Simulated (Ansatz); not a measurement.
## Resistivity from frozen vibrations: Pb(111) with 4 thermally displaced layers, 2x2

Wanted: the phonon-limited resistivity of Pb at 180 K by the Landauer route.

Method: Ansatz plane-wave DFT, PBE, PAW files; ballistic transport by layer matching (Landauer), zero bias; PAW set soft_1, in Ansatz 0.2.0.

## (1) The structure

The cell holds 40 atoms: 40 Pb. Cell: a = 7.001 Å, b = 7.001 Å, c = 28.655 Å, α = 93.5°, β = 86.5°, γ = 120.0°. It derives from Pb. Regions: lead, 24 atoms (24 Pb); scattering region, 16 atoms (16 Pb). The structure is stacked along c, and the current runs across the ab planes.

## (2) With 4 displaced layers

Each atom of 4 layers is moved at random, by amounts drawn from a normal law 0.1076 Å wide in each direction from the Debye model (105 K) at 180 K. The layers about the cell's end stay perfect and serve as the lead. Disorder leaves little or no symmetry, which makes such runs dear. Energies from -0.05 to 0.05 eV in steps of 0.05 eV are too few for the program's thermal sum, so it prints no conductance; for a metal the transmission near the Fermi level serves, at a fraction of the cost.

File input.yaml:

```yaml
crystal:
  lattice:
    - [7.0014885046, 0.0, 0.0]
    - [-3.5007442523, 6.0634669093, 0.0]
    - [1.7503721261, -1.0105778182, 28.583457127]
  atoms:
    - { symbol: Pb, position: [0.9916666667, 0.0083333333, 0.05] }
    - { symbol: Pb, position: [0.9916666667, 0.5083333333, 0.05] }
    - { symbol: Pb, position: [0.4916666667, 0.0083333333, 0.05] }
    - { symbol: Pb, position: [0.4916666667, 0.5083333333, 0.05] }
    - { symbol: Pb, position: [0.1416666667, 0.3583333333, 0.15] }
    - { symbol: Pb, position: [0.1416666667, 0.8583333333, 0.15] }
    - { symbol: Pb, position: [0.6416666667, 0.3583333333, 0.15] }
    - { symbol: Pb, position: [0.6416666667, 0.8583333333, 0.15] }
    - { symbol: Pb, position: [0.2916666667, 0.2083333333, 0.25] }
    - { symbol: Pb, position: [0.2916666667, 0.7083333333, 0.25] }
    - { symbol: Pb, position: [0.7916666667, 0.2083333333, 0.25] }
    - { symbol: Pb, position: [0.7916666667, 0.7083333333, 0.25] }
    - { symbol: Pb, position: [0.9420249199, 0.056391095, 0.3524105163] }
    - { symbol: Pb, position: [0.938299449, 0.5490555682, 0.3513610243] }
    - { symbol: Pb, position: [0.4705479459, 0.074696311, 0.3473511785] }
    - { symbol: Pb, position: [0.4166664568, 0.5473002425, 0.3501555488] }
    - { symbol: Pb, position: [0.0547802075, 0.4036696324, 0.4453104583] }
    - { symbol: Pb, position: [0.0757843837, 0.8984778991, 0.4488094633] }
    - { symbol: Pb, position: [0.6073213877, 0.4267504448, 0.4495162025] }
    - { symbol: Pb, position: [0.6065421576, 0.8967510209, 0.451323065] }
    - { symbol: Pb, position: [0.2568500761, 0.2595350171, 0.5472015089] }
    - { symbol: Pb, position: [0.2233042653, 0.7503498491, 0.5508288026] }
    - { symbol: Pb, position: [0.7243967671, 0.2545219592, 0.5494006856] }
    - { symbol: Pb, position: [0.7516588915, 0.7623650526, 0.5513376037] }
    - { symbol: Pb, position: [0.8799780747, 0.1065253521, 0.6529508414] }
    - { symbol: Pb, position: [0.902495316, 0.5869429359, 0.6556983275] }
    - { symbol: Pb, position: [0.4191133847, 0.122362363, 0.6509953967] }
    - { symbol: Pb, position: [0.3985482648, 0.635433313, 0.6573783067] }
    - { symbol: Pb, position: [0.0416666667, 0.4583333333, 0.75] }
    - { symbol: Pb, position: [0.0416666667, 0.9583333333, 0.75] }
    - { symbol: Pb, position: [0.5416666667, 0.4583333333, 0.75] }
    - { symbol: Pb, position: [0.5416666667, 0.9583333333, 0.75] }
    - { symbol: Pb, position: [0.1916666667, 0.3083333333, 0.85] }
    - { symbol: Pb, position: [0.1916666667, 0.8083333333, 0.85] }
    - { symbol: Pb, position: [0.6916666667, 0.3083333333, 0.85] }
    - { symbol: Pb, position: [0.6916666667, 0.8083333333, 0.85] }
    - { symbol: Pb, position: [0.8416666667, 0.1583333333, 0.95] }
    - { symbol: Pb, position: [0.8416666667, 0.6583333333, 0.95] }
    - { symbol: Pb, position: [0.3416666667, 0.1583333333, 0.95] }
    - { symbol: Pb, position: [0.3416666667, 0.6583333333, 0.95] }
kpoints:
  mp_grid: { grid: [4, 4, 1] }
hamiltonian:
  xc: pbe
  pseudopotentials: { kind: paw, azcp: { folder: soft_1 } }
scf:
  occupations: { method: fermi_dirac, width: 0.1 }
output:
  transmission: { leads: [[0, 4]], kmesh: [8, 8], e_range: [-0.05, 0.05], de: 0.05 }
  write_potential: true
  write_density: true
  volumetric_format: npy
  elf: true
```

Launch:

```console
ansatz run input.yaml --threads 4 --pin off --max-ram 15360MiB --backend cpu --events-out ev --progress --plain --runs-dir out
```

Numbers of over 12 decimals in the logs are rounded to 6 here.

Output:

```text
Engine: ansatz 0.2.0, aarch64-unknown-linux-gnu
Pseudopotentials: kind: paw
Pseudopotential: Pb, paw, valence charge 14, recommended cutoff 420 eV (normal), soft_1/Pb.paw.azcp
Functional definition: PBE
  parameter kappa = 0.804
  parameter beta = 0.066725
  exchange = pbe_x(kappa = kappa, mu = beta*pi^2/3)
  correlation = pbe_c(beta = beta)
Crystal: 40 atoms, lattice volume = 1213.462 Å³
Basis set: ecut = 420 eV, 23733 PW (Γ)
Bands: 336, of which v1, the nominal top of the filled ones, is band 280 counted from 1 (279 counted from 0)
Symmetry: 1 space group operations
Space group: P1 (ITA 1), of the structure as read, at distance tolerance 1.1e-4 Å
k-points: 10 of 16 (time reversal used)
Non-local potential: Pb, projectors of the file, l = 0: 2, l = 1: 2, l = 2: 2, l = 3: 1
PAW form: soft (Blöchl's): semilocal exchange-correlation on the pseudo side does not see the compensation charge
PAW one-centre angular grid: Pb, 590 points (default); XC on 64 Gauss nodes
Initial density: superposition of atomic densities (chi_scale 0.1, normalization cell)
Initial wavefunctions: pseudopotential atomic-orbital guess
Functional: x = pbe(κ = 0.804, μ = 0.219515), c = pbe(β = 0.066725)
SCF iter   1: F=—  HF=-476353.092825 eV  |F-HF|=—  |Δ(HF+E_count)|=         —  Δρ=7.94e-3  dr2=1.25e0  ethr=3.10e-3  ⟨swp⟩=7.3  Hψ=13718  notcnv=0  defer=30
preconditioner: auto → Kerker (q_TF=auto, 2.398 Å⁻¹)  [metal: Δε(μ)=0.012 eV  Ē_g=15.684 eV  σ=0.100 eV  W_gap=0.03  n_scr=292 (ndim 8)  ℏωp=25.2 eV  f_vac=0.000  D(μ)=19.72/eV (n_scr^D=90)]
SCF iter   2: F=—  HF=-476352.814554 eV  |F-HF|=—  |Δ(HF+E_count)|=   2.78e-1  Δρ=4.92e-3  dr2=4.78e-1  ethr=2.22e-4  ⟨swp⟩=2.2  Hψ=6389  notcnv=0  defer=68
SCF iter   3: F=—  HF=-476352.685740 eV  |F-HF|=—  |Δ(HF+E_count)|=   1.29e-1  Δρ=1.28e-3  dr2=2.43e-2  ethr=8.53e-5  ⟨swp⟩=3.0  Hψ=6041  notcnv=0  defer=68
SCF iter   4: F=—  HF=-476352.685542 eV  |F-HF|=—  |Δ(HF+E_count)|=   1.98e-4  Δρ=2.00e-4  dr2=4.91e-4  ethr=4.34e-6  ⟨swp⟩=2.9  Hψ=6074  notcnv=0  defer=68
SCF iter   5: F=—  HF=-476352.685687 eV  |F-HF|=—  |Δ(HF+E_count)|=   1.46e-4  Δρ=4.95e-5  dr2=5.52e-5  ethr=8.77e-8  ⟨swp⟩=3.0  Hψ=6848  notcnv=0  defer=68
SCF iter   6: F=—  HF=-476352.686708 eV  |F-HF|=—  |Δ(HF+E_count)|=   1.02e-3  Δρ=1.10e-5  dr2=1.16e-5  ethr=9.85e-9  ⟨swp⟩=2.0  Hψ=3982  notcnv=0  defer=68
SCF iter   7: F=—  HF=-476352.686707 eV  |F-HF|=—  |Δ(HF+E_count)|=   6.43e-7  Δρ=5.61e-6  dr2=1.72e-6  ethr=2.07e-9  ⟨swp⟩=2.0  Hψ=3680  notcnv=0  defer=82
SCF iter   8: F=—  HF=-476352.686707 eV  |F-HF|=—  |Δ(HF+E_count)|=   3.68e-8  Δρ=1.67e-6  dr2=1.16e-7  ethr=3.08e-10  ⟨swp⟩=3.0  Hψ=6595  notcnv=0  defer=82
SCF iter   9: F=-476352.686707 eV  HF=-476352.686707 eV  |F-HF|=5.65e-9  |Δ(HF+E_count)|=   3.67e-9  Δρ=3.56e-7  dr2=7.30e-9  ethr=1.79e-11  ⟨swp⟩=10.6  Hψ=12530  notcnv=0
SCF 1 converged in 9 iterations: F = -476352.686707 eV  dr2 = 7.30e-9
  greatest PAW one-centre occupation: 0.978 electrons in one spin orbital (limit 2), on the Pb atom at site 20 (counted from 0), in its partial waves of l = 2
transmission: 129 of 1224 steps passed
transmission: 246 of 1224 steps passed
[...]
transmission: 1224 of 1224 steps passed
SCF converged after 9 iterations
Free energy (F): -476352.686707 eV
Harris-Foulkes:  -476352.686707 eV  (|F-HF|=5.65e-9)
Internal energy: -476352.041887 eV  (E = F + TS)
E sigma→0 (E₀):  -476352.364297 eV
Entropy (-TS):   -0.644820 eV (-16.120 meV/atom)
Fermi energy:    11.143680 eV
--- Per-component energies (eV) ---
  E_band       = -1362.495093
  E_kinetic    = 11741.191524
  E_local      = -39361.505623  (includes V_loc(G=0)·N_el)
  E_nonlocal   = 12205.585215
  E_hartree    = 15181.830324
  E_xc         = -8240.695998
  E_vxc        = -5530.858929  (∫ρ·V_xc dr)
  E_paw        = -415723.069949  (= ΣΔE_a)
  E_vpaw       = -10780.571235  (= ΣTr[D̂ρ^β])
  E_aug_tail   = -0.000269  (compensation charges beyond the density's cutoff)
  E_ewald      = -52155.377111
  E_smearing   = -0.644820  (= −TS)
  E_closure    = 0.000000  (closes the sum)
  Σ components = -476352.686707   (vs F -476352.686707, Δ=0.00e0)
--- Band table (eV; the first three rows and the last of 10) ---
  k-point 0: bands = [... 276 lower, 11.5884, 11.6275, 11.7122, 11.7512, 11.7990, 12.1325, 12.1474, 12.1926, ... 52 higher]
  k-point 1: bands = [... 276 lower, 10.7785, 10.8268, 10.9838, 11.0937, 11.6321, 11.6840, 11.8108, 11.8301, ... 52 higher]
  k-point 2: bands = [... 276 lower, 10.9728, 10.9934, 11.0919, 11.1409, 11.2311, 11.2775, 11.3975, 11.4679, ... 52 higher]
  k-point 9: bands = [... 276 lower, 10.9725, 11.0249, 11.1384, 11.2353, 11.3028, 11.3855, 11.4273, 11.4328, ... 52 higher]
--- Transmission ---
  basis      : 367 plane waves across, 36 finite elements along
  points     : 34, standing for a mesh of 8 x 8
  energies   : 3 from -0.050000 to 0.050000 eV about the Fermi level, 0.050000 eV apart; the leads are filled to 0.000000 eV, and channels, transmission and decay are at 0.000000 eV
  crystal 0  : Pb4, at the sites [0, 4], period 2.8583 Å, over 17.15 Å; its Hamiltonian steps by up to 7.8 meV
    offset         : up to 0.0000 Å between an atom of the period and one for which it stands
    channels       : 4.890625e0 a spin
    conductance    : none, the energies end too early or step too widely for 300 K: set another output.transmission.e_range or a lower de, or, where they end at an eighth of basis.ecutwfc, a higher one
  junction   : crystal 0 to crystal 0, 2.86 to 28.58 Å
    transmission   : 4.232030e0 a spin
    conductance    : none, the energies end too early or step too widely for 300 K: set another output.transmission.e_range or a lower de, or, where they end at an eighth of basis.ecutwfc, a higher one
```

The job ended after 20 min (4 threads of Arm Neoverse V1, shared host; peak memory 7.6 GiB).

In the SCF lines HF is the Harris–Foulkes energy and dr2 the Hartree energy of the density residual, in eV; the loop may stop once dr2 is under the threshold and the program's other checks hold. Hψ counts applications of the Hamiltonian.

Numbers from this step:

```
free energy                                    : -476352.6867 eV
energy at zero smearing                        : -476352.3643 eV
Fermi energy                                   : 11.14 eV
cell area                                      : 42.45 Å²
transmission per spin nearest the Fermi level  : 4.232
open channels per spin nearest the Fermi level : 4.891
step of the lead's potential                   : 7.8 meV
```

Per spin. The transmission, zone mean by energy, zero at the Fermi level:

| energy (eV) | transmission, zone mean |
| --- | --- |
| -0.0500 | 4.12 |
| 0.0000 | 4.23 |
| 0.0500 | 4.41 |

Per spin. Open channels, zone mean, lead against energy, zero at the Fermi level:

| energy (eV) | open channels, zone mean, lead |
| --- | --- |
| -0.0500 | 4.89 |
| 0.0000 | 4.89 |
| 0.0500 | 5.17 |

Transmission over k1 and k2. At 0.0000 eV from the Fermi level.

Ten even steps from '_' (0.99) to '@' (5.45):
```
@@##%%####@@####
@@##**==**##@@##
@@##==++++==%%@@
++##**==__==**##
@@@@%%==++++==##
@@##@@##**==**##
@@####@@####%%##
--@@@@@@==@@@@@@
```
Columns: k1 (b1) from -0.5 to 0.375; rows upwards: k2 (b2) from -0.5 to 0.375.

Open channels over k1 and k2. At 0.0000 eV from the Fermi level.

Ten even steps from '_' (1.00) to '@' (6.00):
```
@@%%%%%%%%@@@@@@
@@%%**==**%%@@@@
@@%%==****==%%@@
**%%****__****%%
@@@@%%==****==%%
@@@@@@%%**==**%%
@@@@@@@@%%%%%%%%
**@@@@@@**@@@@@@
```
Columns: k1 (b1) from -0.5 to 0.375; rows upwards: k2 (b2) from -0.5 to 0.375.

Valence density in the ca plane at fractional y = 0.427, with atoms of Pb within 0.2 Å of it. It is the smooth field of the valence electrons, not physical close to the nuclei.

Ten steps, logarithmic in the rise over the least value, from '0' (0.0 e/Å³) to '9' (7.3 e/Å³), each cell a mean:
```
11221111345542234676421111211000122221246887
12222112356653222343211122321111234321124665
11222112356653211222111123432111345432112332
11121111345542112222111124442111345432111111
11111001123322123454321123432111234321111111
11111000112211135787531112221101122221122332
11110000001111246899742111111000111111135665
11110000001111147999742111110000001111247887
11111000112111135788642111110000000111258998
11221111233321123566421112211000001111257998
11222112355542111233211123321000011111135776
11222112467653100111101134432100122211123444
11221112456653100010000134442101122221011222
11111111345542111111100123432100122221001111
11111001123321123443210112221000122211112221
11110000112211235776421011111000011111124443
11110000011111247898531000100000001111246776
11111000112111257998631000000000011111257998
11111101233322247898631001100000011111258998
```
Columns run along c (16.0 Å, from fractional 0.22 to 0.78 of the cell), rows up along a (7.0 Å). Atoms in or near the plane, at fractional coordinates: Pb at (0.45, 0.05), Pb at (0.45, 0.61), Pb at (0.75, 0.04), Pb at (0.75, 0.54).

Electrostatic potential energy in the ca plane at fractional y = 0.427, with atoms of Pb within 0.2 Å of it. With pseudopotentials it is smooth inside the atoms' cores, unlike the true potential.

Ten even steps from '0' (-30 eV) to '9' (14 eV), each cell a mean:
```
99999999854478985212689999999999988899961000
99889999731148998767899998889999877789986324
99889999731148999989999987678999865689998878
99999999863468999888999987678999865579999999
99999999987789997546899987778999877789999999
99999999999999984000489998889999988899998778
99999999999999971010169999999999999999985225
99999999999999971010069999999999999999851000
99999999999999983000279999999999999999840010
99999999887789997423689999999999999999850000
99889999753478999888899988889999999999973001
99889998620158999999999986678999999999997657
99999999730158999999999986578999988899999989
99999999864478999999999987778999988899999999
99999999987789998768999998889999998999999889
99999999999999984113799999999999999999987557
99999999999999961000389999999999999999972002
99999999999999850010279999999999999999840000
99999999987889861000389999999999999999840010
```
Columns run along c (16.0 Å, from fractional 0.22 to 0.78 of the cell; values clipped at the 3rd and 97th percentile), rows up along a (7.0 Å). Atoms in or near the plane, at fractional coordinates: Pb at (0.45, 0.05), Pb at (0.45, 0.61), Pb at (0.75, 0.04), Pb at (0.75, 0.54).

ELF in the ca plane at fractional y = 0.427, with atoms of Pb within 0.2 Å of it. It is the smooth field of the valence electrons, not physical close to the nuclei.

Ten even steps from '0' (0.01) to '9' (0.43), each cell a mean:
```
46666545799986568989874456665334566655689548
56776546899997556787754567776435777765578999
46676546899997555666544578887545789876456777
45565445799987556666544578987545789876444555
44544334678876567888764567887545788875444554
44443323456665579868975456766434567765467777
44443222234444689302886455554323455554679999
44443322334444688201886545443222334445798448
44444333566654589635986545543222233445796005
45665445788875468999975456654322334444797216
56776546899987446888754577776433455544689879
56776556899997534455434678987534677654468898
45666546899997533333334689998634688765345666
44555445799986545666433578987534688775344444
44444334677775568998753467776433577764456666
44443323455655679989974345654322455544578998
44443322344555688316985334433212334444689779
44444323456655687103986434332212344445797116
45555434677765688315985444443223455555796004
```
Columns run along c (16.0 Å, from fractional 0.22 to 0.78 of the cell), rows up along a (7.0 Å). Atoms in or near the plane, at fractional coordinates: Pb at (0.45, 0.05), Pb at (0.45, 0.61), Pb at (0.75, 0.04), Pb at (0.75, 0.54).

Over the solved energies the transmission per spin lies between 4.12 and 4.41, out of 4.98 channels of the lead on average (up to 5.17).

[end of part 1 of 2]

[Logs are printed without paths, hosts, clocks, repeated set-up lines and the standing remarks that a program may print on its own settings, such as how far it seeks lower states.]

[Hosts, paths, dates, database ids (printed as entryN), source tags and the programs' standing remarks are cut or masked in the printed files.]
